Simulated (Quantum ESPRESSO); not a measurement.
# Projected density of states of magnetic LaCrGe3, part 2 of 2

Aim: the densities of states of LaCrGe3 in the lowest state of several starts.

Quantum ESPRESSO 7.5; LDA; plane waves with GBRV 1.5 LDA potentials, no spin-orbit coupling.

So far, absolute magnetization (μB): step 2 (ground-state run) 3.60.

## 3. Post-processing

Level of this step: LDA; plane waves with GBRV 1.5 LDA potentials, no spin-orbit coupling, projections on orthogonalised atomic orbitals (Quantum ESPRESSO).

projwfc.in

```
&PROJWFC
  prefix = 'pwscf'
  outdir = './tmp'
  filpdos = 'pdos'
  ngauss = 0
  degauss = 0.01
  DeltaE = 0.05
  Emin = 4.08
  Emax = 18.08
/
```

On the command line:

```
> OMP_NUM_THREADS=1 mpirun -n 4 projwfc.x -nk 4 -in projwfc.in > projwfc.out
```

The log of the run:

```text
[banner, memory and clock lines left out]
Program PROJWFC v.7.5 starts

     [... lines left out ...]
     IMPORTANT: XC functional enforced from input :
     Exchange-correlation= PZ
                           (   1   1   0   0   0   0   0)
     Any further DFT definition will be discarded
     Please, verify this is what you really want

     G-vector sticks info

     Check: negative core charge=   -0.000002

     negative rho (up, down):  5.548E-02 5.370E-02

     Gaussian broadening (read from input): ngauss,degauss=   0    0.010000

     Calling projwave ....

  Problem Sizes
  natomwfc =          114
  nbnd     =           90
  nkstot   =           56
  npwx     =         5572
  nkb      =          208

     Atomic states used for projection
     (read from pseudopotential files):

     state #   1: atom   1 (La ), wfc  1 (l=0 m= 1)
     state #   2: atom   1 (La ), wfc  2 (l=1 m= 1)
     state #   3: atom   1 (La ), wfc  2 (l=1 m= 2)
     state #   4: atom   1 (La ), wfc  2 (l=1 m= 3)
     state #   5: atom   1 (La ), wfc  3 (l=2 m= 1)
     state #   6: atom   1 (La ), wfc  3 (l=2 m= 2)
     state #   7: atom   1 (La ), wfc  3 (l=2 m= 3)
     state #   8: atom   1 (La ), wfc  3 (l=2 m= 4)
     state #   9: atom   1 (La ), wfc  3 (l=2 m= 5)
     state #  10: atom   1 (La ), wfc  4 (l=0 m= 1)
     state #  11: atom   1 (La ), wfc  5 (l=1 m= 1)
     state #  12: atom   1 (La ), wfc  5 (l=1 m= 2)
     state #  13: atom   1 (La ), wfc  5 (l=1 m= 3)
     state #  14: atom   1 (La ), wfc  6 (l=3 m= 1)
     state #  15: atom   1 (La ), wfc  6 (l=3 m= 2)
     state #  16: atom   1 (La ), wfc  6 (l=3 m= 3)
     state #  17: atom   1 (La ), wfc  6 (l=3 m= 4)
     state #  18: atom   1 (La ), wfc  6 (l=3 m= 5)
     state #  19: atom   1 (La ), wfc  6 (l=3 m= 6)
     state #  20: atom   1 (La ), wfc  6 (l=3 m= 7)
     state #  21: atom   2 (La ), wfc  1 (l=0 m= 1)
     state #  22: atom   2 (La ), wfc  2 (l=1 m= 1)
     state #  23: atom   2 (La ), wfc  2 (l=1 m= 2)
     state #  24: atom   2 (La ), wfc  2 (l=1 m= 3)
     state #  25: atom   2 (La ), wfc  3 (l=2 m= 1)
     state #  26: atom   2 (La ), wfc  3 (l=2 m= 2)
     state #  27: atom   2 (La ), wfc  3 (l=2 m= 3)
     state #  28: atom   2 (La ), wfc  3 (l=2 m= 4)
     state #  29: atom   2 (La ), wfc  3 (l=2 m= 5)
     state #  30: atom   2 (La ), wfc  4 (l=0 m= 1)
     state #  31: atom   2 (La ), wfc  5 (l=1 m= 1)
     state #  32: atom   2 (La ), wfc  5 (l=1 m= 2)
     state #  33: atom   2 (La ), wfc  5 (l=1 m= 3)
     state #  34: atom   2 (La ), wfc  6 (l=3 m= 1)
     state #  35: atom   2 (La ), wfc  6 (l=3 m= 2)
     state #  36: atom   2 (La ), wfc  6 (l=3 m= 3)
     state #  37: atom   2 (La ), wfc  6 (l=3 m= 4)
     state #  38: atom   2 (La ), wfc  6 (l=3 m= 5)
     state #  39: atom   2 (La ), wfc  6 (l=3 m= 6)
     state #  40: atom   2 (La ), wfc  6 (l=3 m= 7)
     state #  41: atom   3 (Cr ), wfc  1 (l=0 m= 1)
     state #  42: atom   3 (Cr ), wfc  2 (l=1 m= 1)
     state #  43: atom   3 (Cr ), wfc  2 (l=1 m= 2)
     state #  44: atom   3 (Cr ), wfc  2 (l=1 m= 3)
     state #  45: atom   3 (Cr ), wfc  3 (l=0 m= 1)
     state #  46: atom   3 (Cr ), wfc  4 (l=2 m= 1)
     state #  47: atom   3 (Cr ), wfc  4 (l=2 m= 2)
     state #  48: atom   3 (Cr ), wfc  4 (l=2 m= 3)
     state #  49: atom   3 (Cr ), wfc  4 (l=2 m= 4)
     state #  50: atom   3 (Cr ), wfc  4 (l=2 m= 5)
     state #  51: atom   4 (Cr ), wfc  1 (l=0 m= 1)
     state #  52: atom   4 (Cr ), wfc  2 (l=1 m= 1)
     state #  53: atom   4 (Cr ), wfc  2 (l=1 m= 2)
     state #  54: atom   4 (Cr ), wfc  2 (l=1 m= 3)
     state #  55: atom   4 (Cr ), wfc  3 (l=0 m= 1)
     state #  56: atom   4 (Cr ), wfc  4 (l=2 m= 1)
     state #  57: atom   4 (Cr ), wfc  4 (l=2 m= 2)
     state #  58: atom   4 (Cr ), wfc  4 (l=2 m= 3)
     state #  59: atom   4 (Cr ), wfc  4 (l=2 m= 4)
     state #  60: atom   4 (Cr ), wfc  4 (l=2 m= 5)
     state #  61: atom   5 (Ge ), wfc  1 (l=2 m= 1)
     state #  62: atom   5 (Ge ), wfc  1 (l=2 m= 2)
     state #  63: atom   5 (Ge ), wfc  1 (l=2 m= 3)
     state #  64: atom   5 (Ge ), wfc  1 (l=2 m= 4)
     state #  65: atom   5 (Ge ), wfc  1 (l=2 m= 5)
     state #  66: atom   5 (Ge ), wfc  2 (l=0 m= 1)
     state #  67: atom   5 (Ge ), wfc  3 (l=1 m= 1)
     state #  68: atom   5 (Ge ), wfc  3 (l=1 m= 2)
     state #  69: atom   5 (Ge ), wfc  3 (l=1 m= 3)
     state #  70: atom   6 (Ge ), wfc  1 (l=2 m= 1)
     state #  71: atom   6 (Ge ), wfc  1 (l=2 m= 2)
     state #  72: atom   6 (Ge ), wfc  1 (l=2 m= 3)
     state #  73: atom   6 (Ge ), wfc  1 (l=2 m= 4)
     state #  74: atom   6 (Ge ), wfc  1 (l=2 m= 5)
     state #  75: atom   6 (Ge ), wfc  2 (l=0 m= 1)
     state #  76: atom   6 (Ge ), wfc  3 (l=1 m= 1)
     state #  77: atom   6 (Ge ), wfc  3 (l=1 m= 2)
     state #  78: atom   6 (Ge ), wfc  3 (l=1 m= 3)
     state #  79: atom   7 (Ge ), wfc  1 (l=2 m= 1)
     state #  80: atom   7 (Ge ), wfc  1 (l=2 m= 2)
     state #  81: atom   7 (Ge ), wfc  1 (l=2 m= 3)
     state #  82: atom   7 (Ge ), wfc  1 (l=2 m= 4)
     state #  83: atom   7 (Ge ), wfc  1 (l=2 m= 5)
     state #  84: atom   7 (Ge ), wfc  2 (l=0 m= 1)
[...]
state #  99: atom   9 (Ge ), wfc  1 (l=2 m= 3)
     state # 100: atom   9 (Ge ), wfc  1 (l=2 m= 4)
     state # 101: atom   9 (Ge ), wfc  1 (l=2 m= 5)
     state # 102: atom   9 (Ge ), wfc  2 (l=0 m= 1)
     state # 103: atom   9 (Ge ), wfc  3 (l=1 m= 1)
     state # 104: atom   9 (Ge ), wfc  3 (l=1 m= 2)
     state # 105: atom   9 (Ge ), wfc  3 (l=1 m= 3)
     state # 106: atom  10 (Ge ), wfc  1 (l=2 m= 1)
     state # 107: atom  10 (Ge ), wfc  1 (l=2 m= 2)
     state # 108: atom  10 (Ge ), wfc  1 (l=2 m= 3)
     state # 109: atom  10 (Ge ), wfc  1 (l=2 m= 4)
     state # 110: atom  10 (Ge ), wfc  1 (l=2 m= 5)
     state # 111: atom  10 (Ge ), wfc  2 (l=0 m= 1)
     state # 112: atom  10 (Ge ), wfc  3 (l=1 m= 1)
     state # 113: atom  10 (Ge ), wfc  3 (l=1 m= 2)
     state # 114: atom  10 (Ge ), wfc  3 (l=1 m= 3)

 [... projections of the bands left out ...]

Lowdin Charges:

     Atom #   1: total charge =  11.6598, s =  2.2356, p =  6.9125, d =  2.2507, f =  0.2610
                 spin up      =   5.7846, s =  1.1150,
                 spin up      =   5.7846, p =  3.4541, pz=  1.1466, px=  1.1538, py=  1.1538,
                 spin up      =   5.7846, d =  1.0915, dz2=  0.2442, dxz=  0.1914, dyz=  0.1914, dx2-y2=  0.2323, dxy=  0.2323,
                 spin up      =   5.7846, f =  0.1240, fz3=  0.0178, fxz2=  0.0197, fyz2=  0.0197, fzx2-zy2=  0.0129, fxyz=  0.0129, fx3-3xy2=  0.0173, f3yx2-y3=  0.0237,
                 spin down    =   5.8752, s =  1.1206,
                 spin down    =   5.8752, p =  3.4584, pz=  1.1459, px=  1.1563, py=  1.1563,
                 spin down    =   5.8752, d =  1.1592, dz2=  0.2412, dxz=  0.2126, dyz=  0.2126, dx2-y2=  0.2464, dxy=  0.2464,
                 spin down    =   5.8752, f =  0.1370, fz3=  0.0143, fxz2=  0.0234, fyz2=  0.0234, fzx2-zy2=  0.0137, fxyz=  0.0137, fx3-3xy2=  0.0233, f3yx2-y3=  0.0252,
                 polarization =  -0.0906, s = -0.0056, p = -0.0043, d = -0.0677, f = -0.0130
     Atom #   2: total charge =  11.6598, s =  2.2356, p =  6.9125, d =  2.2507, f =  0.2610
                 spin up      =   5.7846, s =  1.1150,
                 spin up      =   5.7846, p =  3.4541, pz=  1.1466, px=  1.1538, py=  1.1538,
                 spin up      =   5.7846, d =  1.0915, dz2=  0.2442, dxz=  0.1914, dyz=  0.1914, dx2-y2=  0.2323, dxy=  0.2323,
                 spin up      =   5.7846, f =  0.1240, fz3=  0.0178, fxz2=  0.0197, fyz2=  0.0197, fzx2-zy2=  0.0129, fxyz=  0.0129, fx3-3xy2=  0.0173, f3yx2-y3=  0.0237,
                 spin down    =   5.8752, s =  1.1206,
                 spin down    =   5.8752, p =  3.4584, pz=  1.1459, px=  1.1563, py=  1.1563,
                 spin down    =   5.8752, d =  1.1592, dz2=  0.2412, dxz=  0.2126, dyz=  0.2126, dx2-y2=  0.2464, dxy=  0.2464,
                 spin down    =   5.8752, f =  0.1370, fz3=  0.0143, fxz2=  0.0234, fyz2=  0.0234, fzx2-zy2=  0.0137, fxyz=  0.0137, fx3-3xy2=  0.0233, f3yx2-y3=  0.0252,
                 polarization =  -0.0906, s = -0.0056, p = -0.0043, d = -0.0677, f = -0.0130
     Atom #   3: total charge =  13.1412, s =  2.3454, p =  5.9890, d =  4.8067, f =  0.0000
                 spin up      =   7.3619, s =  1.1771,
                 spin up      =   7.3619, p =  2.9949, pz=  0.9983, px=  0.9983, py=  0.9983,
                 spin up      =   7.3619, d =  3.1899, dz2=  0.5445, dxz=  0.6984, dyz=  0.6984, dx2-y2=  0.6243, dxy=  0.6243,
                 spin up      =   7.3619, f =  0.0000, fz3=  0.0000, fxz2=  0.0000, fyz2=  0.0000, fzx2-zy2=  0.0000, fxyz=  0.0000, fx3-3xy2=  0.0000, f3yx2-y3=  0.0000,
                 spin down    =   5.7792, s =  1.1683,
                 spin down    =   5.7792, p =  2.9941, pz=  0.9981, px=  0.9980, py=  0.9980,
                 spin down    =   5.7792, d =  1.6168, dz2=  0.4107, dxz=  0.2736, dyz=  0.2736, dx2-y2=  0.3295, dxy=  0.3295,
                 spin down    =   5.7792, f =  0.0000, fz3=  0.0000, fxz2=  0.0000, fyz2=  0.0000, fzx2-zy2=  0.0000, fxyz=  0.0000, fx3-3xy2=  0.0000, f3yx2-y3=  0.0000,
                 polarization =   1.5827, s =  0.0088, p =  0.0008, d =  1.5731, f =  0.0000
     Atom #   4: total charge =  13.1412, s =  2.3454, p =  5.9890, d =  4.8067, f =  0.0000
                 spin up      =   7.3619, s =  1.1771,
                 spin up      =   7.3619, p =  2.9949, pz=  0.9983, px=  0.9983, py=  0.9983,
                 spin up      =   7.3619, d =  3.1899, dz2=  0.5445, dxz=  0.6984, dyz=  0.6984, dx2-y2=  0.6243, dxy=  0.6243,
                 spin up      =   7.3619, f =  0.0000, fz3=  0.0000, fxz2=  0.0000, fyz2=  0.0000, fzx2-zy2=  0.0000, fxyz=  0.0000, fx3-3xy2=  0.0000, f3yx2-y3=  0.0000,
                 spin down    =   5.7792, s =  1.1683,
                 spin down    =   5.7792, p =  2.9941, pz=  0.9981, px=  0.9980, py=  0.9980,
                 spin down    =   5.7792, d =  1.6168, dz2=  0.4107, dxz=  0.2736, dyz=  0.2736, dx2-y2=  0.3295, dxy=  0.3295,
                 spin down    =   5.7792, f =  0.0000, fz3=  0.0000, fxz2=  0.0000, fyz2=  0.0000, fzx2-zy2=  0.0000, fxyz=  0.0000, fx3-3xy2=  0.0000, f3yx2-y3=  0.0000,
                 polarization =   1.5827, s =  0.0088, p =  0.0008, d =  1.5731, f =  0.0000
     Atom #   5: total charge =  13.9996, s =  1.2764, p =  2.7263, d =  9.9969, f =  0.0000
                 spin up      =   6.9
```

Wall time 3.7 s (4 MPI ranks of AMD EPYC 9R45, shared host); peak memory 0.53 GiB.

The density of states has structure finer than the step of the table below, so its rows give means over 0.5 eV, whole bins alone (the curve runs from -9.00 to 3.75 eV). Peaks (eV: height): up -1.80: 6.97, -0.45: 6.16, 1.20: 6.47, 2.55: 19.3; down -7.70: 4.79, -2.80: 5.11, -1.35: 4.92, 2.35: 19; La1 p up -7.75: 0.194, -4.25: 0.0606, -2.90: 0.0759; La1 p down -7.75: 0.19, -4.15: 0.0658, -2.85: 0.0897, 1.10: 0.0279; Cr3 d up -1.80: 1.66, -0.45: 2.48, 0.45: 1.16.

Gaussian broadening of 0.136 eV on the SCF mesh. The density of states by energy, zero at the Fermi level; means over each step; 7 of 8 lines; values in states/eV/cell:

```csv
energy (eV),up,down,La1 p up,La1 p down,Cr3 d up,Cr3 d down,Ge5 p up
-8.5,0.978,0.995,0.0407,0.0437,0.00418,0.00331,0.0272
-8.0,2.34,2.27,0.0795,0.0781,0.0285,0.0204,0.0516
-7.5,3.18,3.23,0.0883,0.0915,0.0929,0.0720,0.0583
-7.0,0.252,0.347,0.00225,0.00321,0.0101,0.0118,0.00433
-6.5,0,2.3e-5,0,0,0,0,0
-6.0,0.0239,0.0126,0,0,4.3e-4,1.7e-4,0.00282
-5.5,0.119,0.0580,3.7e-4,8.0e-5,0.00243,7.0e-4,0.0131
-5.0,0.477,0.397,0.00398,0.00255,0.0119,0.00616,0.0539
-4.5,1.92,1.37,0.0329,0.0231,0.101,0.0414,0.197
-4.0,1.89,2.08,0.0266,0.0373,0.114,0.0678,0.192
-3.5,3.83,2.85,0.0434,0.0339,0.391,0.143,0.369
-3.0,4.27,4.19,0.0603,0.0653,0.428,0.268,0.387
-2.5,3.75,3.73,0.0277,0.0369,0.522,0.252,0.284
-2.0,4.81,2.81,0.0177,0.0143,1.06,0.264,0.312
-1.5,3.79,4.01,0.00795,0.0158,0.918,0.671,0.232
-1.0,2.52,3.30,0.00421,0.00827,0.740,0.761,0.107
-0.5,4.61,1.35,0.0122,0.00212,1.76,0.307,0.102
0.0,1.32,2.65,0.00486,0.00683,0.389,0.704,0.0375
0.5,4.40,2.97,0.0161,0.00645,1.000,0.789,0.134
1.0,5.29,6.32,0.0188,0.0213,0.751,1.64,0.230
1.5,5.50,6.88,0.0148,0.0198,0.479,1.22,0.237
2.0,8.09,10.4,0.0120,0.0180,0.152,0.796,0.0847
2.5,16.9,17.3,0.0183,0.0171,0.151,0.423,0.102
3.0,2.50,3.26,0.00780,0.00922,0.0419,0.111,0.0395
3.5,0.00974,0.0196,6.7e-6,2.4e-5,3.4e-4,9.0e-4,1.2e-4
```

## 4. Results

| Item | Value |
| --- | --- |
| state | ferromagnetic |
| largest moment in a sphere | 1.41 μB |

The most distinct maxima of the density of states (up) lie at -2.85, -1.80, -0.45, 1.20 and 2.55 eV, the highest at 2.55 eV. These are Kohn–Sham states without spin–orbit coupling, on the mesh of the self-consistent run. Energies are free energies at an electronic temperature of 1160 K, which lowers moments and differences where the moments are itinerant.

[Logs and program files are shortened in this print: banners, set-up blocks, solver, clock and traceback lines can be left out without a mark of their own.]

[Logs are printed without paths, hosts, clocks, repeated set-up lines and the standing remarks that a program may print on its own settings, such as how far it seeks lower states.]

[Hosts, paths, dates, database ids (printed as entryN), source tags and the programs' standing remarks are cut or masked in the printed files.]

[Where a cell is said to come from a database of computed structures, the database is the Materials Project.]
